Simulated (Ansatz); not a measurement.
## Is TaGaB in the AlB2 type a stable metal?

Question: is the lattice of TaGaB in the AlB2 type stable, and if so, what are its coupling constant and resistivity?

Method: DFT PBE, scalar-relativistic, plane waves, PAW; PAW set soft_1, in Ansatz 0.2.0.

Most raw output is cut from this account.

The structure was built from a prototype and need not be the compound's stable phase.

### 1. Set-up

Symmetry: P-6m2, No. 187, hexagonal system. Conventional cell: a = 3.664 Å, b = 3.664 Å, c = 3.847 Å, α = 90.00°, β = 90.00°, γ = 120.00°. Nearest to Ta lie 6 Ga at 2.86 Å and 6 B at 2.86 Å. Nearest to B lie 3 Ga at 2.12 Å and 6 Ta at 2.86 Å. Nearest to Ga lie 3 B at 2.12 Å and 6 Ta at 2.86 Å. Farther neighbours are not listed.

### 2. Rough relaxation

Large forces or a large pressure at the start call for a first relaxation with loose thresholds.

input.yaml reads:

```yaml
crystal:
  lattice:
    - [3.6641, 0.0, 0.0]
    - [-1.83205, 3.1732, 0.0]
    - [0.0, 0.0, 3.8473]
  atoms:
    - { symbol: Ta, position: [0.0, 0.0, 0.0] }
    - { symbol: B, position: [0.33333333, 0.66666667, 0.5] }
    - { symbol: Ga, position: [0.66666667, 0.33333333, 0.5] }
kpoints:
  mp_grid: { grid: [6, 6, 6] }
hamiltonian:
  xc: pbe
  pseudopotentials: { kind: paw, azcp: { folder: soft_1 } }
scf:
  occupations: { method: gaussian, width: 0.1 }
output:
  forces: true
  stress: true
  eigenvalues: true
relax:
  adjacent_minimum: "off"
  f_tol: 0.05
  max_steps: 80
  cell: { stress_tol: 0.5 }
```

On the command line:

```sh
ansatz run input.yaml --threads 4 --pin off --max-ram 12288MiB --backend cpu --events-out ev --progress --plain --runs-dir out
```

It took 4.1 s on 4 threads of Arm Neoverse V2, shared host; peak memory 0.34 GiB; 14 s of CPU time.

Step by step:

```tsv
step	energy less that of the first step (eV)	largest force component (eV/Å)	pressure (GPa)	volume (Å³)
1	0.0000	0.0000	-20.15	44.73
2	-0.4305	0.0000	-10.17	40.88
3	-0.5753	0.0000	0.31	38.22
4	-0.5842	0.0000	0.50	38.09
5	-0.5844	0.0000	-0.06	38.21
6*	-0.5825	0.0000	-0.10	38.21
```

Relaxation steps marked * repeat the geometry before them on a plane-wave basis chosen anew for their cell, so energy and pressure can jump there.

Forces are held to the 12 operations that the run works with; a distortion that breaks them can't arise in this run.

```tsv
conventional cell, symmetrised	before	after	change
a (Å)	3.664	3.597	-1.8 %
b (Å)	3.664	3.597	-1.8 %
c (Å)	3.847	3.410	-11.4 %
volume (Å³/atom)	14.91	12.74	-14.6 %
```

The relaxed structure:

```
Ta B Ga
1.0
     3.59677    0.00000    0.00000
    -1.79839    3.11489    0.00000
     0.00000    0.00000    3.41042
Ta B Ga
1 1 1
Cartesian
  0.0000 0.0000 0.0000
  0.0000 2.0766 1.7052
  1.7984 1.0383 1.7052
```

This step gave:

```
pressure          : -0.09601 GPa
volume per atom   : 12.74 Å³/atom
metallic on mesh  : yes
gap on the k-mesh : 0 eV
```

The largest force is now zero by symmetry and the largest stress component 0.13 GPa.

### 3. Relaxing cell and atoms

The structure is brought to rest under this functional.

input.yaml, the sections that differ from step 2:

```yaml
crystal:
  lattice:
    - [3.5967703483, 0.0, 0.0]
    - [-1.7983851741, 3.1148944932, 0.0]
    - [0.0, 0.0, 3.4104192566]
  atoms:
    - { symbol: Ta, position: [0.0, 0.0, 0.0] }
    - { symbol: B, position: [0.3333333333, 0.6666666667, 0.5] }
    - { symbol: Ga, position: [0.6666666667, 0.3333333333, 0.5] }
kpoints:
  mp_grid: { grid: [9, 9, 8] }
relax:
  adjacent_minimum: "off"
  f_tol: 0.005
  max_steps: 80
  cell: { stress_tol: 0.05 }
# hamiltonian, scf, output: as in step 2
```

It took 5.1 s on 4 threads; peak memory 0.38 GiB; 19 s of CPU time.

Step by step:

```tsv
step	energy less that of the first step (eV)	largest force component (eV/Å)	pressure (GPa)	volume (Å³)
1	0.0000	0.0000	-0.11	38.21
2	-0.0001	0.0000	-0.22	38.24
3	-0.0002	0.0000	-0.05	38.21
4	-0.0002	0.0000	0.00	38.20
5	-0.0002	0.0000	0.00	38.20
```

The log counts 1 steps on a newly chosen plane-wave basis, not all of them marked here; energy and pressure can jump at such steps.

```tsv
conventional cell, symmetrised	before	after	change
a (Å)	3.597	3.593	-0.1 %
b (Å)	3.597	3.593	-0.1 %
c (Å)	3.410	3.417	+0.2 %
volume (Å³/atom)	12.74	12.73	-0.0 %
```

Final coordinates:

```xyz
3
Lattice="3.5928 0.0000 0.0000 -1.7964 3.1115 0.0000 0.0000 0.0000 3.4171" Properties=species:S:1:pos:R:3 pbc="T T T"
Ta    0.0000    0.0000    0.0000
B     0.0000    2.0743    1.7085
Ga    1.7964    1.0372    1.7085
```

This step gave:

| Quantity | Value |
| --- | --- |
| pressure | -8.91e-4 GPa |
| volume per atom | 12.73 Å³/atom |

The largest force is now zero by symmetry and the largest stress component 0.0020 GPa.

### 4. Relaxing tightly for phonons

No force is left; the cell is relaxed once more with another smearing and tight thresholds.

input.yaml, the sections that differ from step 3:

```yaml
crystal:
  lattice:
    - [3.5928116869, 0.0, 0.0]
    - [-1.7964058434, 3.1114661919, 0.0]
    - [0.0, 0.0, 3.4170533385]
  atoms:
    - { symbol: Ta, position: [0.0, 0.0, 0.0] }
    - { symbol: B, position: [0.3333333333, 0.6666666667, 0.5] }
    - { symbol: Ga, position: [0.6666666667, 0.3333333333, 0.5] }
scf:
  occupations: { method: methfessel_paxton, width: 0.2 }
relax:
  adjacent_minimum: "off"
  f_tol: 0.001
  max_steps: 60
  cell: { stress_tol: 0.01 }
# kpoints, hamiltonian, output: as in step 3
```

Wall time 3.8 s (4 threads); peak memory 0.38 GiB; 14 s of CPU time.

Little changed from the start: no atom moved by 0.005 Å and no cell edge by 0.1 %.

This step gave:

* pressure: -0.005147 GPa

The largest force is now zero by symmetry and the largest stress component 0.0058 GPa, small enough for phonons.

### 5. Lattice stability: q 2×2×2, k 6×6×4

Couplings are defined for a stable lattice alone, so phonons come first.

input.yaml reads:

```yaml
crystal:
  lattice:
    - [3.5922381355, 0.0, 0.0]
    - [-1.7961190677, 3.1109694818, 0.0]
    - [0.0, 0.0, 3.4180584688]
  atoms:
    - { symbol: Ta, position: [0.0, 0.0, 0.0] }
    - { symbol: B, position: [0.3333333333, 0.6666666667, 0.5] }
    - { symbol: Ga, position: [0.6666666667, 0.3333333333, 0.5] }
kpoints:
  mp_grid: { grid: [6, 6, 4] }
hamiltonian:
  xc: pbe
  pseudopotentials: { kind: paw, azcp: { folder: soft_1 } }
scf:
  occupations: { method: methfessel_paxton, width: 0.2 }
output:
  eigenvalues: true
phonons:
  method: dfpt
  qmesh: [2, 2, 2]
  temperatures: { t_max: 1000, t_step: 50 }
  qpath:
    path:
      - [[0.0, 0.0, 0.0], [0.5, 0.0, 0.0], [0.33333333, 0.33333333, 0.0], [0.0, 0.0, 0.0], [0.0, 0.0, 0.5], [0.5, 0.0, 0.5], [0.33333333, 0.33333333, 0.5], [0.0, 0.0, 0.5]]
      - [[0.5, 0.0, 0.5], [0.5, 0.0, 0.0]]
      - [[0.33333333, 0.33333333, 0.5], [0.33333333, 0.33333333, 0.0]]
    npoints: 10
```

Elapsed: 20 s, on 4 threads; peak memory 0.46 GiB.

Numbers from this step:

| Property | Result |
| --- | --- |
| share of imaginary modes in the plain interpolation between solved wavevectors | 0.2265 |
| highest frequency, solved or plainly interpolated | 607 cm⁻¹ |

Solved on the 2×2×2 mesh alone; all other wavevectors are interpolated. The phonon branches at the labelled points (cm⁻¹):

```tsv
point	branch 1	branch 2	branch 3	branch 4	branch 5	branch 6	branch 7	branch 8	branch 9
Γ	-150	0	0	0	136	136	226	546	546
halfway	-154	-47	29	51	177	214	221	562	564
M	-156	-42	32	75	199	201	267	577	587
halfway	-151	-31	65	76	184	193	280	569	599
K	-146	19	80	85	169	186	289	566	607
halfway	-154	-58	56	63	172	210	240	560	574
Γ	-150	0	0	0	136	136	226	546	546
halfway	-44	20	20	99	155	155	230	555	555
A	-32	-32	101	134	174	174	254	565	565
halfway	-73	-41	70	164	190	236	245	566	568
L	-77	-49	52	153	227	235	285	564	570
halfway	-87	-48	-27	191	229	234	280	552	580
H	-92	-71	18	218	231	235	274	546	584
halfway	-78	-37	47	178	200	242	243	561	573
A	-32	-32	101	134	174	174	254	565	565
jump to L	-77	-49	52	153	227	235	285	564	570
halfway	-86	-48	73	136	180	214	278	574	576
M	-156	-42	32	75	199	201	267	577	587
jump to H	-92	-71	18	218	231	235	274	546	584
halfway	-45	-40	-28	138	199	213	282	556	596
K	-146	19	80	85	169	186	289	566	607
```

Lowest modes at the softest wavevector of the mesh. Modes at q = (0.000, 0.500, 0.000), with each element's share of the kinetic energy (negative means imaginary):

```tsv
mode	frequency (cm⁻¹)	Ta %	B %	Ga %
1	-156.3	0	94	6
2	-41.9	68	4	28
3	31.9	98	0	2
4	75.0	94	1	4
5	199.2	5	5	90
6	201.3	32	11	57
```

Displacements in mode 1 (-156.3 cm⁻¹), the largest set to 1, in the home cell:
```
Ta1  0.00  0.00  0.02
B2   0.00  0.00 -1.00
Ga3  0.00  0.00  0.10
```

Displacements in mode 6 (201.3 cm⁻¹), the largest set to 1, in the home cell:
```
Ta1 -0.42  0.00  0.00
B2   1.00  0.00  0.00
Ga3  0.90  0.00  0.00
```

Among the solved wavevectors the lowest mode, translations apart, is -156 cm⁻¹, imaginary.

### 6. Phonons by linear response: q 3×3×2, k 9×9×6

An imaginary mode on so few k-points may come from the sampling, so the phonons are repeated with another q and k mesh.

input.yaml: that of step 5 with these lines changed.

```diff
@@ -10,3 +10,3 @@
 kpoints:
-  mp_grid: { grid: [6, 6, 4] }
+  mp_grid: { grid: [9, 9, 6] }
 hamiltonian:
@@ -20,3 +20,3 @@
   method: dfpt
-  qmesh: [2, 2, 2]
+  qmesh: [3, 3, 2]
   temperatures: { t_max: 1000, t_step: 50 }
```

Wall time 94 s (4 threads); peak memory 0.62 GiB.

This step gave:

```
share of imaginary modes in the plain interpolation between solved wavevectors : 0.109
highest frequency, solved or plainly interpolated                              : 628.1 cm⁻¹
```

Solved on the 3×3×2 mesh alone; all other wavevectors are interpolated. The phonon branches at the labelled points (cm⁻¹):

```tsv
point	branch 1	branch 2	branch 3	branch 4	branch 5	branch 6	branch 7	branch 8	branch 9
Γ	-130	0	0	0	181	181	220	574	574
halfway	-134	-24	72	85	199	209	240	582	592
M	-145	-21	102	106	198	212	273	589	618
halfway	-143	40	98	114	191	194	285	588	623
K	-142	61	96	124	178	182	292	588	628
halfway	-135	22	81	86	196	205	254	583	598
Γ	-130	0	0	0	181	181	220	574	574
halfway	53	60	60	132	182	182	236	578	578
A	82	82	140	142	183	183	284	583	583
halfway	-41	71	102	171	176	236	247	590	591
L	-37	77	86	170	180	240	288	589	592
halfway	-12	62	73	206	208	239	283	569	606
H	21	50	79	234	235	236	276	558	610
halfway	-44	66	87	184	191	240	241	583	598
A	82	82	140	142	183	183	284	583	583
jump to L	-37	77	86	170	180	240	288	589	592
halfway	-66	43	94	138	195	210	282	590	603
M	-145	-21	102	106	198	212	273	589	618
jump to H	21	50	79	234	235	236	276	558	610
halfway	7	58	82	148	214	214	285	573	619
K	-142	61	96	124	178	182	292	588	628
```

Lowest modes at the softest wavevector of the mesh. Modes at q = (0.333, 0.333, 0.000), with each element's share of the kinetic energy (negative means imaginary):

```tsv
mode	frequency (cm⁻¹)	Ta %	B %	Ga %
1	-142.3	0	100	0
2	60.6	92	0	8
3	95.7	100	0	0
4	124.4	100	0	0
5	177.8	0	13	87
6	182.4	0	0	100
```

Displacements in mode 1 (-142.3 cm⁻¹), the largest set to 1, in the home cell:
```
Ta1  0.00  0.00  0.00
B2   0.00  0.00 -1.00
Ga3  0.00  0.00  0.00
```

Displacements in mode 6 (182.4 cm⁻¹), the largest set to 1, in the home cell:
```
Ta1  0.00  0.00  0.00
B2   0.00  0.00  0.00
Ga3  0.00  0.00 -1.00
```

The modes has structure finer than the step of the table below, so its rows give means over 25 cm⁻¹, whole bins alone (the curve runs from -155 to 657 cm⁻¹). Peaks (cm⁻¹: height): B -134.7: 0.00836, 186.9: 0.00778, 585.1: 0.0604; Ga 197.1: 0.0342, 278.8: 0.0231, 585.1: 0.00653; Ta -47.9: 0.0076, 64.4: 0.0263, 95.0: 0.0296, 197.1: 0.00784.

Phonopy on the run's constants, 19x19x17 mesh, Gaussian sigma 5.8 cm⁻¹. The modes by wavenumber; means over each step; values in 1/cm⁻¹/cell:

```tsv
wavenumber (cm⁻¹)	B	Ga	Ta
-125	0.00671	4.2e-4	3.8e-4
-100	0.00346	5.0e-4	9.6e-4
-75	0.00248	0.00101	0.00287
-50	0.00171	0.00181	0.00663
-25	5.1e-4	0.00127	0.00445
0	1.5e-4	7.1e-4	0.00229
25	3.7e-4	0.00181	0.00651
50	9.6e-4	0.00317	0.0183
75	0.00161	0.00268	0.0234
100	0.00204	0.00223	0.0256
125	0.00245	6.4e-4	0.00912
150	0.00381	0.00132	0.00186
175	0.00601	0.0120	0.00271
200	0.00616	0.0318	0.00736
225	0.00339	0.0197	0.00465
250	0.00209	0.0108	0.00144
275	9.3e-4	0.0180	0.00127
300	5.2e-5	0.00274	2.1e-4
325	0	4.2e-7	0
350	0	0	0
375	0	0	0
400	0	0	0
425	0	0	0
450	0	0	0
475	0	0	0
500	0	0	0
525	0	0	0
550	9.0e-4	2.3e-5	0
575	0.0305	0.00307	6.1e-6
600	0.0331	0.00343	4.1e-6
625	0.00799	8.3e-4	0
```

No LO-TO term; unit eigenvectors of the mass-weighted matrix. Modes at Γ, with each element's share of the kinetic energy (negative means imaginary):

```tsv
mode	frequency (cm⁻¹)	symmetry	Ta %	B %	Ga %
1	-130.0	A2''	1	94	5
2	0.0	unnamed	69	4	27
3	0.0	unnamed	69	4	27
4	0.0	unnamed	69	4	27
5	181.2	E'	31	12	58
6	181.2	E'	31	12	58
7	220.4	A2''	30	1	69
8	573.9	E'	0	84	16
9	573.9	E'	0	84	16
```

Displacements in mode 1 (-130.0 cm⁻¹), the largest set to 1:
```
Ta1  0.00  0.00 -0.03
B2   0.00  0.00  1.00
Ga3  0.00  0.00 -0.09
```

Displacements in mode 9 (573.9 cm⁻¹), the largest set to 1:
```
Ta1  0.00  0.01  0.00
B2   0.00  1.00  0.00
Ga3  0.00 -0.17  0.00
```

Among the solved wavevectors the lowest mode, translations apart, is -142 cm⁻¹, imaginary.

### 7. Coupling and resistivity: q 3×3×2, k 9×9×6, scattering 12×12×12

Phonons, couplings and the Boltzmann equation in one run.

input.yaml: that of step 6 with these lines changed.

```diff
@@ -28 +28,4 @@
     npoints: 10
+  electrical_resistivity:
+    mesh: [12, 12, 12]
+    temperatures: [20.0, 50.0, 77.0, 100.0, 150.0, 200.0, 300.0, 400.0, 600.0, 800.0]
```

The job ended after 1.8 min (4 threads; peak memory 0.65 GiB).

The run ended with an error.

The program's message: “electrical resistivity: the mode of lowest frequency at the wavevector [0.0000, -0.5000, 0.0000] is imaginary, -145.28 cm⁻¹ (written negative): the force constants describe an unstable lattice; relax …”

The run stops because a mode is imaginary on the scattering mesh, where no scattering rate is defined; denser k meshes, other smearings and, between solved wavevectors, finer q meshes show whether the instability is real.

### 8. Summary of results

```json
{
  "phonon run of the rows without a label of their own": "PBE, q 3×3×2, k 9×9×6",
  "softest mode on the q mesh": "-142 cm⁻¹ at q = (0.333, 0.333, 0)",
  "highest frequency, solved or plainly interpolated": "628 cm⁻¹"
}
```

In words: The lattice is dynamically unstable at this level: a mode at q = (0.333, 0.333, 0) is imaginary, 142i cm⁻¹, so no harmonic coupling constant or resistivity is defined for this structure. These meshes are coarse, and single modes of a metal can move by tens of cm⁻¹ with the k mesh. The coarser mesh found an imaginary mode at another wavevector, which this mesh lacks. Spin–orbit coupling, left out here, matters for Ta. The phonon runs are not spin-polarised. The structure was built by hand as an ordered model, and its stability against other phases was not tested.

[Logs are printed without paths, hosts, clocks, repeated set-up lines and the standing remarks that a program may print on its own settings, such as how far it seeks lower states.]

[Hosts, paths, dates, database ids (printed as entryN), source tags and the programs' standing remarks are cut or masked in the printed files.]
